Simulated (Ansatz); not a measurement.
**An extra electron or hole in glassy Ga2O3 (130 atoms)**

Does an extra electron or hole in glassy Ga2O3 (130 atoms) stay spread out, or do the atoms trap it?

Program: Ansatz 0.2.0. Level of theory: Kohn-Sham DFT, revPBE, PAW (set soft_1), plane waves; PAW set soft_1. Values are calculated unless marked as measured.

## (1) The structure

The cell holds 130 atoms: 52 Ga and 78 O. Its edges and angles: a = 11.515 Å, b = 11.515 Å, c = 11.515 Å, α = 90.0°, β = 90.0°, γ = 90.0°. 130 atoms (52 Fe, 78 O) placed at random at 4.52 g/cm³, melted at 4500 K for 20 ps at fixed volume with the Morse and Coulomb pair potential with partial charges (Pedone, Malavasi, Menziani, Cormack and Segre, J. Phys. Chem. B 110, 11780 (2006)). Quenched from 4500 K to 300 K at 100 K/ps and fixed volume, held 5 ps. Then Fe was replaced by Ga (the potential has no terms for the new elements, so the cell is a start for a DFT relaxation).

What the set-up can't give: The quench rate of 100 K/ps far exceeds what a furnace or splat quench reaches, so expect more defects and frozen-in strain than in a real sample. The network of bonds at the start is that of the classical potential that made the cell, and needn't be the one that DFT or experiment would give. Sampling is at Γ alone, for a cell whose shortest periodic width is 12 Å.

## (2) Single point at the start

A single point comes first, to see the forces before anything moves.

The input, input.yaml:

```yaml
crystal:
  lattice:
    - [11.5152, 0.0, 0.0]
    - [0.0, 11.5152, 0.0]
    - [0.0, 0.0, 11.5152]
  atoms:
    - { symbol: Ga, position: [0.32122, 0.40861, 0.81878] }
    - { symbol: Ga, position: [0.61125, 0.91678, 0.72673] }
    - { symbol: Ga, position: [0.70571, 0.1804, 0.63334] }
    - { symbol: Ga, position: [0.56877, 0.63975, 0.72879] }
    - { symbol: Ga, position: [0.86613, 0.95488, 0.84385] }
    - { symbol: Ga, position: [0.51214, 0.15156, 0.44276] }
    - { symbol: Ga, position: [0.92886, 0.57808, 0.22736] }
    - { symbol: Ga, position: [0.90346, 0.32466, 0.2026] }
    - { symbol: Ga, position: [0.08671, 0.81063, 0.5597] }
    - { symbol: Ga, position: [0.40341, 0.42483, 0.32675] }
    - { symbol: Ga, position: [0.75937, 0.84487, 0.26536] }
    - { symbol: Ga, position: [0.12466, 0.87962, 0.93953] }
    - { symbol: Ga, position: [0.23108, 0.2769, 0.48014] }
    - { symbol: Ga, position: [0.73237, 0.51241, 0.00843] }
    - { symbol: Ga, position: [0.28698, 0.89895, 0.72569] }
    - { symbol: Ga, position: [0.68614, 0.01083, 0.04154] }
    - { symbol: Ga, position: [0.57169, 0.76198, 0.05851] }
    - { symbol: Ga, position: [0.30737, 0.96576, 0.42337] }
    - { symbol: Ga, position: [0.43626, 0.5129, 0.08236] }
    - { symbol: Ga, position: [0.04617, 0.06401, 0.37375] }
    - { symbol: Ga, position: [0.48693, 0.37332, 0.61844] }
    - { symbol: Ga, position: [0.02792, 0.16195, 0.66093] }
    - { symbol: Ga, position: [0.36852, 0.7184, 0.90755] }
    - { symbol: Ga, position: [0.88103, 0.76578, 0.0712] }
    - { symbol: Ga, position: [0.33064, 0.62274, 0.56794] }
    - { symbol: Ga, position: [0.04428, 0.12625, 0.08549] }
    - { symbol: Ga, position: [0.07112, 0.81296, 0.25365] }
    - { symbol: Ga, position: [0.55834, 0.25746, 0.88397] }
    - { symbol: Ga, position: [0.32117, 0.89046, 0.10922] }
    - { symbol: Ga, position: [0.36891, 0.13834, 0.67061] }
    - { symbol: Ga, position: [0.79241, 0.12178, 0.31845] }
    - { symbol: Ga, position: [0.82869, 0.93072, 0.55539] }
    [... 92 atom lines left out ...]
    - { symbol: O, position: [0.33202, 0.06778, 0.06934] }
    - { symbol: O, position: [0.31706, 0.88635, 0.91515] }
    - { symbol: O, position: [0.44266, 0.34459, 0.12299] }
    - { symbol: O, position: [0.40609, 0.15912, 0.8603] }
    - { symbol: O, position: [0.48117, 0.3395, 0.45248] }
    - { symbol: O, position: [0.43569, 0.96855, 0.70307] }
kpoints:
  mp_grid: { grid: [1, 1, 1] }
hamiltonian:
  xc: revpbe
  pseudopotentials: { kind: paw, azcp: { folder: soft_1 } }
scf:
  occupations: { method: fixed }
output:
  forces: true
```

Run with:

```sh
$ ansatz run input.yaml --threads 8 --pin off --max-ram 15872MiB --backend cpu --events-out ev --progress --plain --runs-dir out
```

The log of the run:

```text
[...]
Pseudopotentials: kind: paw
Pseudopotential: Ga, paw, valence charge 13, recommended cutoff 420 eV (normal), soft_1/Ga.paw.azcp
Pseudopotential: O, paw, valence charge 6, recommended cutoff 420 eV (normal), soft_1/O.paw.azcp
[... 5 lines on functional and potentials left out ...]
Crystal: 130 atoms, lattice volume = 1526.914 Å³
Basis set: ecut = 420 eV, 29855 PW (Γ), exchange–correlation on 160×160×160 points (8 copies of the dense FFT grid, shifted against one another)
Bands: 702, of which v1, the nominal top of the filled ones, is band 572 counted from 1 (571 counted from 0)
Symmetry: 1 space group operations
Space group: P1 (ITA 1), of the structure as read, at distance tolerance 1.2e-4 Å
k-points: 1
[... 7 lines on functional and potentials left out ...]
Initial density: superposition of atomic densities (chi_scale 0.1, normalization cell, long waves kept (reshape's long-wave potential 0.12 eV rms))
Initial wavefunctions: pseudopotential atomic-orbital guess
[...]
SCF iter   1: F=—  HF=-241326.385026 eV  |F-HF|=—  |Δ(HF+E_count)|=         —  Δρ=1.13e-1  dr2=9.01e1  ethr=3.10e-3  ⟨swp⟩=5.0  Hψ=1943  notcnv=0  defer=123
preconditioner: auto → Resta (q_TF=auto, 2.600 Å⁻¹)  ε∞=4.3  [insulator: Δε(μ)=1.162 eV  Ē_g=17.691 eV  n_scr=460 (ndim 8)  ℏωp=32.1 eV  f_vac=0.016  ε∞_Penn≈4.3]
[...]
SCF iter  14: F=—  HF=-241297.052771 eV  |F-HF|=—  |Δ(HF+E_count)|=   4.81e-7  Δρ=2.91e-6  dr2=1.19e-7  ethr=8.74e-12  ⟨swp⟩=4.0  Hψ=2087  notcnv=0
SCF iter  15: F=-241297.052771 eV  HF=-241297.052771 eV  |F-HF|=3.84e-9  |Δ(HF+E_count)|=   1.57e-8  Δρ=1.08e-6  dr2=1.79e-8  ethr=8.74e-12  ⟨swp⟩=3.0  Hψ=1836  notcnv=0
SCF 1 converged in 15 iterations: F = -241297.052771 eV  dr2 = 1.79e-8
[...]
SCF converged after 15 iterations
Free energy (F): -241297.052771 eV
Harris-Foulkes:  -241297.052771 eV  (|F-HF|=3.84e-9)
Internal energy: -241297.052771 eV  (E = F + TS)
E sigma→0 (E₀):  -241297.052771 eV
Fermi energy:    7.316016 eV
--- Per-component energies (eV) ---
[...]
Σ components = -241297.052771   (vs F -241297.052771, Δ=0.00e0)
--- Forces (eV/Å), atoms counted from 1 ---
  atom   1  Ga    -0.67075208     0.51356516     0.85292767
  atom   2  Ga    -1.27366853     0.21651424     0.51924489
  atom   3  Ga    -0.54012463     0.36966581     0.27544797
  atom   4  Ga    -0.70133072     0.82222717    -0.01582367
[...]
atom 130  O      0.65652922     0.46718748     0.07273401
  max |Σ_I F_I| component: 1.93e-5 eV/Å
```

The job ended after 16 s (8 threads of INTEL XEON PLATINUM 8581C at 2.10GHz (Emerald Rapids), shared host; peak memory 2.7 GiB; 1.7 min of CPU time).

Reading the cycles: dr2 is the Hartree energy of the density residual (eV), the measure of convergence; HF is the Harris–Foulkes estimate of the energy, which meets the free energy F at convergence.

The r.m.s. force at the start is 0.56 eV/Å.

## (3) Relaxation

With the cell held, the atoms are moved downhill towards a nearby minimum.

The input, input.yaml:

```yaml
crystal:
  lattice:
    - [11.5152, 0.0, 0.0]
    - [0.0, 11.5152, 0.0]
    - [0.0, 0.0, 11.5152]
  atoms:
    [... the 130 atom lines of step 2 ...]
kpoints:
  mp_grid: { grid: [1, 1, 1] }
hamiltonian:
  xc: revpbe
  pseudopotentials: { kind: paw, azcp: { folder: soft_1 } }
scf:
  occupations: { method: fixed }
output:
  forces: true
relax:
  f_tol: 0.05
  max_steps: 120
```

The log of the run:

```text
[...]
Crystal: 130 atoms, lattice volume = 1526.914 Å³
Basis set: ecut = 420 eV, 29855 PW (Γ), exchange–correlation on 160×160×160 points (8 copies of the dense FFT grid, shifted against one another)
Bands: 702, of which v1, the nominal top of the filled ones, is band 572 counted from 1 (571 counted from 0)
Symmetry: 1 space group operations
[...]
k-points: 1
[...]
SCF iter   1: F=—  HF=-241326.385025 eV  |F-HF|=—  |Δ(HF+E_count)|=         —  Δρ=1.13e-1  dr2=9.01e1  ethr=3.10e-3  ⟨swp⟩=5.0  Hψ=1943  notcnv=0  defer=123
[...]
SCF iter  10: F=—  HF=-241297.052721 eV  |F-HF|=—  |Δ(HF+E_count)|=   1.01e-4  Δρ=3.05e-5  dr2=1.90e-5  ethr=3.44e-8  ⟨swp⟩=2.0  Hψ=1098  notcnv=0  defer=128
SCF iter  11: F=-241297.052757 eV  HF=-241297.052769 eV  |F-HF|=1.15e-5  |Δ(HF+E_count)|=   4.71e-5  Δρ=3.75e-5  dr2=1.90e-5  ethr=1.66e-9  ⟨swp⟩=3.0  Hψ=1848  notcnv=0
SCF 1 converged in 11 iterations: F = -241297.052757 eV  dr2 = 1.90e-5
[...]
relax step   1: F+E_penalty+E_count = -241297.05275710 eV  Δ(F+E_penalty+E_count) = +0.000e0 eV  max|allowed force component| = 2.291e0 eV/Å  Δτ_max = 0.0000 Å  (11 SCF iters, dr2 threshold 6.25e-5 eV, accepted)
[...]
relax step   2: F+E_penalty+E_count = -241300.79293902 eV  Δ(F+E_penalty+E_count) = -3.740e0 eV  max|allowed force component| = 1.345e0 eV/Å  Δτ_max = 0.1979 Å  (8 SCF iters, dr2 threshold 1.00e-4 eV, accepted)
[...]
relax step   3: F+E_penalty+E_count = -241303.84244949 eV  Δ(F+E_penalty+E_count) = -3.050e0 eV  max|allowed force component| = 6.620e-1 eV/Å  Δτ_max = 0.2000 Å  (8 SCF iters, dr2 threshold 1.00e-4 eV, accepted)
relax step   4: F+E_penalty+E_count = -241305.51915584 eV  Δ(F+E_penalty+E_count) = -1.677e0 eV  max|allowed force component| = 3.332e-1 eV/Å  Δτ_max = 0.2000 Å  (8 SCF iters, dr2 threshold 1.00e-4 eV, accepted)
relax step   5: F+E_penalty+E_count = -241306.19224677 eV  Δ(F+E_penalty+E_count) = -6.731e-1 eV  max|allowed force component| = 1.757e-1 eV/Å  Δτ_max = 0.2000 Å  (8 SCF iters, dr2 threshold 2.69e-5 eV, accepted)
relax step   6: F+E_penalty+E_count = -241306.40382363 eV  Δ(F+E_penalty+E_count) = -2.116e-1 eV  max|allowed force component| = 1.576e-1 eV/Å  Δτ_max = 0.2000 Å  (9 SCF iters, dr2 threshold 7.82e-6 eV, accepted)
relax step   7: F+E_penalty+E_count = -241306.52722872 eV  Δ(F+E_penalty+E_count) = -1.234e-1 eV  max|allowed force component| = 1.191e-1 eV/Å  Δτ_max = 0.2000 Å  (8 SCF iters, dr2 threshold 6.90e-6 eV, accepted)
relax step   8: F+E_penalty+E_count = -241306.52773060 eV  Δ(F+E_penalty+E_count) = -5.019e-4 eV  max|allowed force component| = 9.130e-1 eV/Å  Δτ_max = 0.1902 Å  (8 SCF iters, dr2 threshold 8.10e-6 eV, accepted)
relax step   9: F+E_penalty+E_count = -241306.66028789 eV  Δ(F+E_penalty+E_count) = -1.326e-1 eV  max|allowed force component| = 1.072e-1 eV/Å  Δτ_max = 0.2000 Å  (7 SCF iters, dr2 threshold 1.00e-4 eV, accepted)
relax step  10: F+E_penalty+E_count = -241306.71740169 eV  Δ(F+E_penalty+E_count) = -5.711e-2 eV  max|allowed force component| = 1.051e-1 eV/Å  Δτ_max = 0.2000 Å  (11 SCF iters, accepted)
relax step  11: F+E_penalty+E_count = -241306.74278739 eV  Δ(F+E_penalty+E_count) = -2.539e-2 eV  max|allowed force component| = 7.609e-2 eV/Å  Δτ_max = 0.1535 Å  (11 SCF iters, accepted)
relax step  12: F+E_penalty+E_count = -241306.74420626 eV  Δ(F+E_penalty+E_count) = -1.419e-3 eV  max|allowed force component| = 8.883e-2 eV/Å  Δτ_max = 0.0282 Å  (7 SCF iters, dr2 threshold 3.04e-6 eV, accepted)
relax step  13: F+E_penalty+E_count = -241306.73852274 eV  Δ(F+E_penalty+E_count) = +5.684e-3 eV  max|allowed force component| = 1.187e-1 eV/Å  Δτ_max = 0.2000 Å  (9 SCF iters, dr2 threshold 4.14e-6 eV, rejected (line search))
relax step  14: F+E_penalty+E_count = -241306.74890428 eV  Δ(F+E_penalty+E_count) = -4.698e-3 eV  max|allowed force component| = 5.215e-2 eV/Å  Δτ_max = 0.0246 Å  (11 SCF iters, accepted)
relax step  15: F+E_penalty+E_count = -241306.75166043 eV  Δ(F+E_penalty+E_count) = -2.756e-3 eV  max|allowed force component| = 6.384e-2 eV/Å  Δτ_max = 0.1000 Å  (11 SCF iters, accepted)
relax step  16: F+E_penalty+E_count = -241306.76539404 eV  Δ(F+E_penalty+E_count) = -1.373e-2 eV  max|allowed force component| = 1.752e-1 eV/Å  Δτ_max = 0.1310 Å  (11 SCF iters, accepted)
relax step  17: F+E_penalty+E_count = -241306.78604800 eV  Δ(F+E_penalty+E_count) = -2.065e-2 eV  max|allowed force component| = 2.400e-1 eV/Å  Δτ_max = 0.1486 Å  (7 SCF iters, dr2 threshold 3.07e-5 eV, accepted)
relax step  18: F+E_penalty+E_count = -241306.84074192 eV  Δ(F+E_penalty+E_count) = -5.469e-2 eV  max|allowed force component| = 1.088e-1 eV/Å  Δτ_max = 0.2000 Å  (8 SCF iters, dr2 threshold 5.76e-5 eV, accepted)
relax step  19: F+E_penalty+E_count = -241306.85559682 eV  Δ(F+E_penalty+E_count) = -1.485e-2 eV  max|allowed force component| = 6.274e-2 eV/Å  Δτ_max = 0.0755 Å  (10 SCF iters, accepted)
relax step  20: F+E_penalty+E_count = -241306.86552148 eV  Δ(F+E_penalty+E_count) = -9.925e-3 eV  max|allowed force component| = 2.070e-1 eV/Å  Δτ_max = 0.2000 Å  (11 SCF iters, accepted)
relax step  21: F+E_penalty+E_count = -241306.82111238 eV  Δ(F+E_penalty+E_count) = +4.441e-2 eV  max|allowed force component| = 6.974e-1 eV/Å  Δτ_max = 0.1912 Å  (8 SCF iters, dr2 threshold 1.42e-5 eV, rejected (line search))
relax step  22: F+E_penalty+E_count = -241306.95511211 eV  Δ(F+E_penalty+E_count) = -8.959e-2 eV  max|allowed force component| = 2.975e-1 eV/Å  Δτ_max = 0.0956 Å  (11 SCF iters, accepted)
relax step  23: F+E_penalty+E_count = -241307.04815398 eV  Δ(F+E_penalty+E_count) = -9.304e-2 eV  max|allowed force component| = 2.000e-1 eV/Å  Δτ_max = 0.1000 Å  (6 SCF iters, dr2 threshold 8.85e-5 eV, accepted)
relax step  24: F+E_penalty+E_count = -241307.07484323 eV  Δ(F+E_penalty+E_count) = -2.669e-2 eV  max|allowed force component| = 2.626e-1 eV/Å  Δτ_max = 0.1500 Å  (8 SCF iters, dr2 threshold 1.81e-5 eV, accepted)
relax step  25: F+E_penalty+E_count = -241307.10477802 eV  Δ(F+E_penalty+E_count) = -2.993e-2 eV  max|allowed force component| = 5.551e-2 eV/Å  Δτ_max = 0.0903 Å  (7 SCF iters, dr2 threshold 3.12e-5 eV, accepted)
[...]
relax step  26: F+E_penalty+E_count = -241307.10981456 eV  Δ(F+E_penalty+E_count) = -5.037e-3 eV  max|allowed force component| = 3.610e-2 eV/Å  Δτ_max = 0.0459 Å  (9 SCF iters, accepted)
SCF converged after 9 iterations
Free energy (F): -241307.109815 eV
[...]
Internal energy: -241307.109815 eV  (E = F + TS)
E sigma→0 (E₀):  -241307.109815 eV
Fermi energy:    7.104136 eV
[...]
Σ components = -241307.109815   (vs F -241307.109815, Δ=0.00e0)
--- Forces (eV/Å), atoms counted from 1 ---
  atom   1  Ga    -0.01486484    -0.00830673    -0.00136418
  atom   2  Ga    -0.00455076    -0.00866318    -0.01719663
  atom   3  Ga     0.02845588     0.00249916     0.00922602
  atom   4  Ga     0.01302798    -0.00504796    -0.00481028
[...]
atom 130  O      0.01555792    -0.00235697     0.00102139
  max |Σ_I F_I| component: 8.85e-5 eV/Å
--- Relaxed structure (26 steps of the walk, 24 accepted, 0 SCFs on fresh bases) ---
  F+E_penalty+E_count = -241307.10981456 eV   max|allowed force component| = 3.610e-2 eV/Å
  atoms:
    - { symbol: Ga, position: [0.311328, 0.417240, 0.835049] }
    - { symbol: Ga, position: [0.576312, 0.932430, 0.695746] }
    - { symbol: Ga, position: [0.703530, 0.181499, 0.614360] }
    - { symbol: Ga, position: [0.583643, 0.644935, 0.721195] }
[...]
- { symbol: O, position: [0.413495, 0.971242, 0.667672] }
```

Elapsed: 4.1 min, on 8 threads; peak memory 2.8 GiB; 29 min of CPU time.

The relaxation converged after 26 steps, 10.1 eV below its start, with a largest force component of 0.036 eV/Å.

[end of part 1 of 4]

[Long decimals in the printed logs are rounded to 6 places.]

[Logs are printed without paths, hosts, clocks, repeated set-up lines and the standing remarks that a program may print on its own settings, such as how far it seeks lower states.]

[Hosts, paths, dates, database ids (printed as entryN), source tags and the programs' standing remarks are cut or masked in the printed files.]
